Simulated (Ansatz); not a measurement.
# (SiC)2(MgO)2 [0001] superlattice, started as wurtzite: phonons and vibrational spectra

Aim: the vibrations of (SiC)2(MgO)2 [0001] superlattice, started as wurtzite, their spectra, and whether the structure is stable.

Calculated with Ansatz 0.2.0; DFT PBE, scalar-relativistic, plane waves, PAW.

Report form: the programs' logs are mostly left out.

The structure was built from a prototype and need not be the compound's stable phase.

### Step 1. The starting structure

It takes space group P3m1 (No. 156, trigonal). The conventional cell has a = 3.180 Å, b = 3.180 Å, c = 10.150 Å, α = 90.00°, β = 90.00°, γ = 120.00°. Nearest to C lie 4 Si at 1.90 to 1.94 Å. Nearest to C lie 1 Si at 1.90 Å and 3 Mg at 1.94 Å. Mg has 1 O at 1.90 Å and 3 C at 1.94 Å nearest. Nearest to Mg lie 4 O at 1.90 to 1.94 Å. O has 4 Mg at 1.90 to 1.94 Å nearest. Nearest to O lie 1 Mg at 1.90 Å and 3 Si at 1.94 Å. Farther neighbours and most contacts between anions are not listed.

### Step 2. Rough relaxation

The start is far from rest, so a relaxation with loose tolerances brings it close first.

input.yaml

```yaml
crystal:
  lattice:
    - [3.18, 0.0, 0.0]
    - [-1.59, 2.75396, 0.0]
    - [0.0, 0.0, 10.15]
  atoms:
    - { symbol: C, position: [0.333333, 0.666667, 0.1875] }
    - { symbol: C, position: [0.666667, 0.333333, 0.4375] }
    - { symbol: Mg, position: [0.333333, 0.666667, 0.5] }
    - { symbol: Mg, position: [0.666667, 0.333333, 0.75] }
    - { symbol: O, position: [0.333333, 0.666667, 0.6875] }
    - { symbol: O, position: [0.666667, 0.333333, 0.9375] }
    - { symbol: Si, position: [0.333333, 0.666667, 0.0] }
    - { symbol: Si, position: [0.666667, 0.333333, 0.25] }
kpoints:
  mp_grid: { grid: [9, 9, 2] }
hamiltonian:
  xc: pbe
scf:
  occupations: { method: gaussian, width: 0.1 }
output:
  forces: true
  stress: true
  eigenvalues: true
relax:
  adjacent_minimum: "off"
  f_tol: 0.05
  max_steps: 80
  cell: { stress_tol: 0.5 }
```

The run is started by

```
$ ansatz run input.yaml --threads 8 --pin off --max-ram 14336MiB --backend cpu --events-out ev --progress --plain --runs-dir out
```

Run time: 9.1 s. Hardware: 8 threads of Arm Neoverse V2, shared host; peak memory 0.48 GiB.

Relaxation path:

| step | energy less that of the first step (eV) | largest force component (eV/Å) | pressure (GPa) | volume (Å³) |
| --- | --- | --- | --- | --- |
| 1 | 0.0000 | 4.2626 | 13.59 | 88.89 |
| 2 | -0.7771 | 2.3577 | 6.34 | 92.59 |
| 3 | -1.0688 | 0.7627 | -1.72 | 98.23 |
| 4 | -1.1011 | 0.3824 | 0.60 | 97.11 |
| 5 | -1.1129 | 0.1657 | 0.28 | 97.09 |
| 6 | -1.1137 | 0.0408 | -0.06 | 97.34 |
| 7* | -1.1472 | 0.0387 | 0.45 | 97.34 |
| 8 | -1.1471 | 0.0145 | -0.01 | 97.71 |
| 9* | -1.1479 | 0.0136 | -0.01 | 97.71 |

Relaxation steps marked * repeat the geometry before them on a plane-wave basis chosen anew for their cell, so energy and pressure can jump there.

Forces are held to the 6 operations that the run works with; a distortion that breaks them can't arise in this run.

| conventional cell, symmetrised | before | after | change |
| --- | --- | --- | --- |
| a (Å) | 3.180 | 3.247 | +2.1 % |
| b (Å) | 3.180 | 3.247 | +2.1 % |
| c (Å) | 10.150 | 10.705 | +5.5 % |
| volume (Å³/atom) | 11.11 | 12.21 | +9.9 % |

The atoms that moved most (Å, as changes of fractional coordinates times the final cell):

| atom | dx | dy | dz | length |
| --- | --- | --- | --- | --- |
| C2 | 0.000 | 0.000 | -0.254 | 0.254 |
| O6 | 0.000 | 0.000 | 0.160 | 0.160 |
| O5 | 0.000 | 0.000 | 0.092 | 0.092 |
| Si7 | 0.000 | 0.000 | 0.089 | 0.089 |
| C1 | 0.000 | 0.000 | -0.082 | 0.082 |
| Mg3 | 0.000 | 0.000 | 0.051 | 0.051 |
| Si8 | 0.000 | 0.000 | -0.050 | 0.050 |

Final coordinates:

```cif
data_structure
_symmetry_space_group_name_H-M 'P 1'
_symmetry_Int_Tables_number 1
_cell_length_a 3.2465
_cell_length_b 3.2465
_cell_length_c 10.7048
_cell_angle_alpha 90.000
_cell_angle_beta 90.000
_cell_angle_gamma 120.000
_cell_volume 97.71
loop_
_atom_site_label
_atom_site_type_symbol
_atom_site_fract_x
_atom_site_fract_y
_atom_site_fract_z
_atom_site_occupancy
C1 C 0.33333 0.66667 0.17982 1
C2 C 0.66667 0.33333 0.41379 1
Mg3 Mg 0.33333 0.66667 0.50472 1
Mg4 Mg 0.66667 0.33333 0.74954 1
O5 O 0.33333 0.66667 0.69609 1
O6 O 0.66667 0.33333 0.95240 1
Si7 Si 0.33333 0.66667 0.00832 1
Si8 Si 0.66667 0.33333 0.24531 1
```

Numbers from this step:

```
pressure          : -0.005853 GPa
volume per atom   : 12.21 Å³
gap on the k-mesh : 0 eV
```

In this step the volume went from 11.11 to 12.21 Å³/atom.

### Step 3. Bringing the structure to rest

The cell and atoms are relaxed, since residual forces and stress would shift the frequencies.

input.yaml

```yaml
crystal:
  lattice:
    - [3.2465459887, 0.0, 0.0]
    - [-1.6232729943, 2.8115913007, 0.0]
    - [0.0, 0.0, 10.7048192499]
  atoms:
    - { symbol: C, position: [0.3333333333, 0.6666666667, 0.1798212499] }
    - { symbol: C, position: [0.6666666667, 0.3333333333, 0.4137940342] }
    - { symbol: Mg, position: [0.3333333333, 0.6666666667, 0.5047184468] }
    - { symbol: Mg, position: [0.6666666667, 0.3333333333, 0.7495368078] }
    - { symbol: O, position: [0.3333333333, 0.6666666667, 0.6960902699] }
    - { symbol: O, position: [0.6666666667, 0.3333333333, 0.9524025607] }
    - { symbol: Si, position: [0.3333333333, 0.6666666667, 0.0083217107] }
    - { symbol: Si, position: [0.6666666667, 0.3333333333, 0.2453149201] }
kpoints:
  mp_grid: { grid: [12, 12, 4] }
hamiltonian:
  xc: pbe
scf:
  occupations: { method: gaussian, width: 0.1 }
output:
  forces: true
  stress: true
  eigenvalues: true
relax:
  adjacent_minimum: "off"
  f_tol: 0.005
  max_steps: 80
  cell: { stress_tol: 0.05 }
```

Run time: 13 s. Hardware: 8 threads; peak memory 0.58 GiB.

Step by step:

| step | energy less that of the first step (eV) | largest force component (eV/Å) | pressure (GPa) | volume (Å³) |
| --- | --- | --- | --- | --- |
| 1 | 0.0000 | 0.0513 | -0.07 | 97.71 |
| 2 | -0.0003 | 0.0351 | -0.03 | 97.67 |
| 3 | -0.0005 | 0.0103 | 0.04 | 97.59 |
| 4 | -0.0005 | 0.0071 | -0.01 | 97.63 |
| 5 | -0.0005 | 0.0024 | 0.01 | 97.62 |
| 6* | -0.0004 | 0.0024 | 0.00 | 97.62 |

Relaxation steps marked * repeat the geometry before them on a plane-wave basis chosen anew for their cell, so energy and pressure can jump there.

Forces are held to the 6 operations that the run works with; a distortion that breaks them can't arise in this run.

| conventional cell, symmetrised | before | after | change |
| --- | --- | --- | --- |
| a (Å) | 3.247 | 3.244 | -0.1 % |
| b (Å) | 3.247 | 3.244 | -0.1 % |
| c (Å) | 10.705 | 10.711 | +0.1 % |
| volume (Å³/atom) | 12.21 | 12.20 | -0.1 % |

This step gave:

```yaml
pressure: 0.004450 GPa
volume_per_atom: 12.20 Å³
```

In this step the volume went from 12.21 to 12.20 Å³/atom.

### Step 4. Tight relaxation

Phonons need a cell at rest on their own settings, so the relaxation is repeated with tight tolerances on forces and stress on the k mesh and occupations of the first response run.

input.yaml

```yaml
crystal:
  lattice:
    - [3.2440559736, 0.0, 0.0]
    - [-1.6220279868, 2.8094348844, 0.0]
    - [0.0, 0.0, 10.7105057958]
  atoms:
    - { symbol: C, position: [0.3333333333, 0.6666666667, 0.1797315418] }
    - { symbol: C, position: [0.6666666667, 0.3333333333, 0.4135812185] }
    - { symbol: Mg, position: [0.3333333333, 0.6666666667, 0.5050140282] }
    - { symbol: Mg, position: [0.6666666667, 0.3333333333, 0.7501280881] }
    - { symbol: O, position: [0.3333333333, 0.6666666667, 0.6960099316] }
    - { symbol: O, position: [0.6666666667, 0.3333333333, 0.9524184919] }
    - { symbol: Si, position: [0.3333333333, 0.6666666667, 0.0080848105] }
    - { symbol: Si, position: [0.6666666667, 0.3333333333, 0.2450318894] }
kpoints:
  mp_grid: { grid: [12, 12, 4] }
hamiltonian:
  xc: pbe
scf:
  occupations: { method: methfessel_paxton, width: 0.2 }
output:
  forces: true
  stress: true
  eigenvalues: true
relax:
  adjacent_minimum: "off"
  f_tol: 0.001
  max_steps: 60
  cell: { stress_tol: 0.01 }
```

Run time: 17 s. Hardware: 8 threads; peak memory 0.59 GiB.

Little changed from the start: no atom moved by 0.005 Å and no cell edge by 0.1 %.

Numbers from this step:

```
pressure : -1.01e-4 GPa
```

The largest force component left is 0.99 meV/Å and the pressure is 0.000 GPa, within the tolerances set. The cell now holds 12.20 Å³/atom.

### Step 5. Linear response at the zone centre

The zone centre is the only wavevector solved here; it holds the modes that light can see, as far as symmetry allows. No field response is asked, since the mesh shows no gap.

input.yaml

```yaml
crystal:
  lattice:
    - [3.243695355, 0.0, 0.0]
    - [-1.6218476775, 2.8091225796, 0.0]
    - [0.0, 0.0, 10.7126345066]
  atoms:
    - { symbol: C, position: [0.3333333333, 0.6666666667, 0.1797329674] }
    - { symbol: C, position: [0.6666666667, 0.3333333333, 0.4135703993] }
    - { symbol: Mg, position: [0.3333333333, 0.6666666667, 0.5050103588] }
    - { symbol: Mg, position: [0.6666666667, 0.3333333333, 0.7501083336] }
    - { symbol: O, position: [0.3333333333, 0.6666666667, 0.6960118332] }
    - { symbol: O, position: [0.6666666667, 0.3333333333, 0.9523989526] }
    - { symbol: Si, position: [0.3333333333, 0.6666666667, 0.008125332] }
    - { symbol: Si, position: [0.6666666667, 0.3333333333, 0.245041823] }
kpoints:
  mp_grid: { grid: [12, 12, 4] }
hamiltonian:
  xc: pbe
scf:
  occupations: { method: methfessel_paxton, width: 0.2 }
output:
  eigenvalues: true
phonons:
  method: dfpt
```

Elapsed: 94 s, on 8 threads; peak memory 1.9 GiB; 11 min of CPU time.

This step gave:

| Item | Value |
| --- | --- |
| sum-rule residual before enforcement | 0.002832 eV/Å² |
| point group | 3m |
| highest optical mode at the zone centre (no LO-TO term) | 888.2 cm⁻¹ |
| lowest optical zone-centre mode | -105.3 cm⁻¹ |

Patterns of degenerate modes are one choice out of their space. Modes at Γ, with each element's share of the kinetic energy (negative means imaginary):

| mode | frequency (cm⁻¹) | symmetry | C % | Mg % | O % | Si % |
| --- | --- | --- | --- | --- | --- | --- |
| 1 | -105.3 | E | 1 | 3 | 43 | 54 |
| 2 | -105.3 | E | 1 | 3 | 43 | 54 |
| 3 | 0.0 | acoustic | 15 | 30 | 20 | 35 |
| 4 | 0.0 | acoustic | 15 | 30 | 20 | 35 |
| 5 | 0.0 | acoustic | 15 | 30 | 20 | 35 |
| 6 | 105.6 | E | 4 | 33 | 49 | 14 |
| 7 | 105.6 | E | 4 | 33 | 49 | 14 |
| 8 | 139.3 | E | 18 | 52 | 17 | 13 |
| 9 | 139.3 | E | 18 | 52 | 17 | 13 |
| 10 | 190.2 | E | 18 | 14 | 10 | 58 |
| 11 | 190.2 | E | 18 | 14 | 10 | 58 |
| 12 | 221.1 | A1 | 9 | 54 | 7 | 31 |
| 13 | 313.2 | A1 | 6 | 38 | 38 | 18 |
| 14 | 423.3 | A1 | 0 | 48 | 42 | 9 |
| 15 | 434.2 | A1 | 0 | 21 | 75 | 4 |
| 16 | 502.0 | A1 | 11 | 7 | 18 | 64 |
| 17 | 505.5 | E | 71 | 29 | 0 | 0 |
| 18 | 505.5 | E | 71 | 29 | 0 | 0 |
| 19 | 536.0 | E | 0 | 39 | 61 | 0 |
| 20 | 536.0 | E | 0 | 39 | 61 | 0 |
| 21 | 562.9 | E | 73 | 0 | 0 | 27 |
| 22 | 562.9 | E | 73 | 0 | 0 | 27 |
| 23 | 789.6 | A1 | 83 | 0 | 0 | 16 |
| 24 | 888.2 | A1 | 75 | 2 | 1 | 23 |

Displacements in mode 2 (-105.3 cm⁻¹), the largest set to 1:
```
C1   0.00  0.11  0.00
C2   0.00 -0.11  0.00
Mg3  0.00 -0.10  0.00
Mg4  0.00 -0.18  0.00
O5   0.00 -0.18  0.00
O6   0.01 -1.00  0.00
Si7 -0.01  0.85  0.00
Si8  0.00  0.06  0.00
```

Displacements in mode 18 (505.5 cm⁻¹), the largest set to 1:
```
C1   0.00 -0.08  0.00
C2   0.00  1.00  0.00
Mg3  0.00 -0.45  0.00
Mg4  0.00  0.03  0.00
O5   0.00 -0.03  0.00
O6   0.00 -0.01  0.00
Si7  0.00  0.01  0.00
Si8  0.00 -0.02  0.00
```

Before it was imposed, the acoustic sum rule was missed by 0.0028 eV/Å². Small misses are needed for a sound result but don't prove that mesh and cutoff are converged. The lowest optical mode is imaginary, 105.3i cm⁻¹, so the energy falls along it.

### Step 6. Another isotope, element C, natural mass 12.011 amu

An isotope changes the mass and not the force constants, so no new electronic calculation is needed; the shifts show which modes move this element.

The same force constants with the mass of C changed from 12.011 to 13.003 u (phonopy, no LO-TO term). Both lists are sorted by frequency; levels can cross, so a row need not hold one and the same mode. Modes under 3 cm⁻¹ are left out. Isotope shifts, by row:

| q | rank | natural mass (cm⁻¹) | changed mass (cm⁻¹) |
| --- | --- | --- | --- |
| 0 0 0 | 1 | -105.3 | -105.3 |
| 0 0 0 | 2 | -105.3 | -105.3 |
| 0 0 0 | 6 | 105.6 | 105.5 |
| 0 0 0 | 7 | 105.6 | 105.5 |
| 0 0 0 | 8 | 139.3 | 138.2 |
| 0 0 0 | 9 | 139.3 | 138.2 |
| 0 0 0 | 10 | 190.2 | 188.8 |
| 0 0 0 | 11 | 190.2 | 188.8 |
| 0 0 0 | 12 | 221.1 | 220.2 |
| 0 0 0 | 13 | 313.2 | 312.4 |
| 0 0 0 | 14 | 423.3 | 423.3 |
| 0 0 0 | 15 | 434.2 | 434.1 |
| 0 0 0 | 16 | 502 | 491.6 |
| 0 0 0 | 17 | 505.5 | 491.6 |
| 0 0 0 | 18 | 505.5 | 499.6 |
| 0 0 0 | 19 | 536 | 536 |
| 0 0 0 | 20 | 536 | 536 |
| 0 0 0 | 21 | 562.9 | 547 |
| 0 0 0 | 22 | 562.9 | 547 |
| 0 0 0 | 23 | 789.6 | 764.1 |
| 0 0 0 | 24 | 888.2 | 862.7 |

A mode of this element alone would shift by -3.89 %. The highest zone-centre frequency without the field goes from 888.2 to 862.7 cm⁻¹ (-2.9 %).

### Step 7. Isotope substitution, element Mg, natural mass 24.305 amu

The same for Mg, from 24.30 to 25.98 u.

The same force constants with the mass of Mg changed from 24.305 to 25.983 u (phonopy, no LO-TO term). Both lists are sorted by frequency; levels can cross, so a row need not hold one and the same mode. Modes under 3 cm⁻¹ are left out. Isotope shifts, by row:

| q | rank | natural mass (cm⁻¹) | changed mass (cm⁻¹) |
| --- | --- | --- | --- |
| 0 0 0 | 1 | -105.3 | -105.2 |
| 0 0 0 | 2 | -105.3 | -105.2 |
| 0 0 0 | 6 | 105.6 | 104.5 |
| 0 0 0 | 7 | 105.6 | 104.5 |
| 0 0 0 | 8 | 139.3 | 136.8 |
| 0 0 0 | 9 | 139.3 | 136.8 |
| 0 0 0 | 10 | 190.2 | 189.3 |
| 0 0 0 | 11 | 190.2 | 189.3 |
| 0 0 0 | 12 | 221.1 | 217.1 |
| 0 0 0 | 13 | 313.2 | 309.1 |
| 0 0 0 | 14 | 423.3 | 416.8 |
| 0 0 0 | 15 | 434.2 | 431.3 |
| 0 0 0 | 16 | 502 | 500.8 |
| 0 0 0 | 17 | 505.5 | 500.8 |
| 0 0 0 | 18 | 505.5 | 500.9 |
| 0 0 0 | 19 | 536 | 529.2 |
| 0 0 0 | 20 | 536 | 529.2 |
| 0 0 0 | 21 | 562.9 | 562.9 |
| 0 0 0 | 22 | 562.9 | 562.9 |
| 0 0 0 | 23 | 789.6 | 789.5 |
| 0 0 0 | 24 | 888.2 | 887.7 |

A mode of this element alone would shift by -3.28 %. The highest zone-centre frequency without the field goes from 888.2 to 887.7 cm⁻¹ (-0.1 %).

### Step 8. Another isotope, element O, natural mass 15.999 amu

The same for O, from 16.00 to 18.00 u.

A mode of this element alone would shift by -5.72 %. The highest zone-centre frequency without the field goes from 888.2 to 888.0 cm⁻¹ (-0.0 %).

### Step 9. Isotope substitution, element Si, natural mass 28.085 amu

The same for Si, from 28.09 to 29.97 u.

The same force constants with the mass of Si changed from 28.085 to 29.974 u (phonopy, no LO-TO term). Both lists are sorted by frequency; levels can cross, so a row need not hold one and the same mode. Modes under 3 cm⁻¹ are left out. Isotope shifts, by row:

| q | rank | natural mass (cm⁻¹) | changed mass (cm⁻¹) |
| --- | --- | --- | --- |
| 0 0 0 | 1 | -105.3 | -103.5 |
| 0 0 0 | 2 | -105.3 | -103.5 |
| 0 0 0 | 6 | 105.6 | 105.2 |
| 0 0 0 | 7 | 105.6 | 105.2 |
| 0 0 0 | 8 | 139.3 | 138.7 |
| 0 0 0 | 9 | 139.3 | 138.7 |
| 0 0 0 | 10 | 190.2 | 186.6 |
| 0 0 0 | 11 | 190.2 | 186.6 |
| 0 0 0 | 12 | 221.1 | 218.9 |
| 0 0 0 | 13 | 313.2 | 311.3 |
| 0 0 0 | 14 | 423.3 | 421.9 |
| 0 0 0 | 15 | 434.2 | 433.7 |
| 0 0 0 | 16 | 502 | 491.6 |
| 0 0 0 | 17 | 505.5 | 505.4 |
| 0 0 0 | 18 | 505.5 | 505.4 |
| 0 0 0 | 19 | 536 | 536 |
| 0 0 0 | 20 | 536 | 536 |
| 0 0 0 | 21 | 562.9 | 558.2 |
| 0 0 0 | 22 | 562.9 | 558.2 |
| 0 0 0 | 23 | 789.6 | 785.5 |
| 0 0 0 | 24 | 888.2 | 882 |

A mode of this element alone would shift by -3.20 %. The highest zone-centre frequency without the field goes from 888.2 to 882.0 cm⁻¹ (-0.7 %).

### Step 10. Summary of results

```json
{
 "space group after relaxation (within 0.01 Å)": "P3m1",
 "volume per atom": "12.2 Å³",
 "electronic character": "no gap on this mesh",
 "highest optical mode at the zone centre (no LO-TO term)": "888 cm⁻¹",
 "lowest optical zone-centre mode": "-105 cm⁻¹",
 "imaginary modes at Γ (the only wavevector solved)": "yes"
}
```

**Reading.** A zone-centre mode is imaginary (105.3i cm⁻¹), so this structure is not a minimum of the energy. The optical modes at Γ span -105 to 888 cm⁻¹ (negative means imaginary). The dispersion is not part of this account. The highest mode in this list at Γ, 888.2 cm⁻¹, is mostly motion of C (75 % of the kinetic energy). With no gap, or one that is small against the smearing, the frequencies hang on the k mesh and the smearing, most of all near Kohn anomalies. The starting cell was built on a prototype and not taken from a measurement, so the phase need not exist. These are harmonic frequencies at zero temperature: anharmonic shifts, linewidths and thermal expansion are left out.

[Logs are printed without paths, hosts, clocks, repeated set-up lines and the standing remarks that a program may print on its own settings, such as how far it seeks lower states.]

[Hosts, paths, dates, database ids (printed as entryN), source tags and the programs' standing remarks are cut or masked in the printed files.]
